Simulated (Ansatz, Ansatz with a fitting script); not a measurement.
Planning a run of Ansatz 0.2.0 on MgO (Fm-3m). The input:

```yaml
crystal:
  lattice:
    - [0.0, 2.1701586813, 2.1701586813]
    - [2.1701586813, 0.0, 2.1701586813]
    - [2.1701586813, 2.1701586813, 0.0]
  atoms:
    - { symbol: Mg, position: [0.0, 0.0, 0.0] }
    - { symbol: O, position: [0.5, 0.5, 0.5] }
kpoints:
  mp_grid: { grid: [7, 7, 7] }
hamiltonian:
  xc: lda
  pseudopotentials: { kind: nc, xc_functional: pbe }
scf:
  occupations: { method: fixed }
  lower_state_search: "off"
  convergence: { dr2_threshold: 1.0e-09 }
output:
  rpa_energy:
    ecut_chi_ladder: [96, 112, 128, 144, 160]
    long_wavelength: optical_limit
    n_empty_bands: 93
basis:
  ecutwfc: 1240.0
  xc_grid: 3
```

The database entry behind the starting cell lists a temperature of 1305 K, so it need not match the best structure at ambient conditions.

```sh
ansatz run input.yaml --threads 8 --pin off --max-ram 18432MiB --backend cpu --events-out ev --progress --plain --runs-dir out
```

Q: How long will it take on 8 threads of Arm Neoverse V2, shared host, and how much memory?

It took 38 s; on shared hardware allow 19 s to 76 s. Peak host memory was 0.53 GiB.

[Paths, hosts, dates, memory and timing lines, banners, echoed tables and standing remarks are left out of the program output.]

[Logs are printed without paths, hosts, clocks, repeated set-up lines and the standing remarks that a program may print on its own settings, such as how far it seeks lower states.]

[Runs of the session that timed out or met a known fault of the program may be left out.]

[Hosts, paths, dates, database ids (printed as entryN), source tags and the programs' standing remarks are cut or masked in the printed files.]
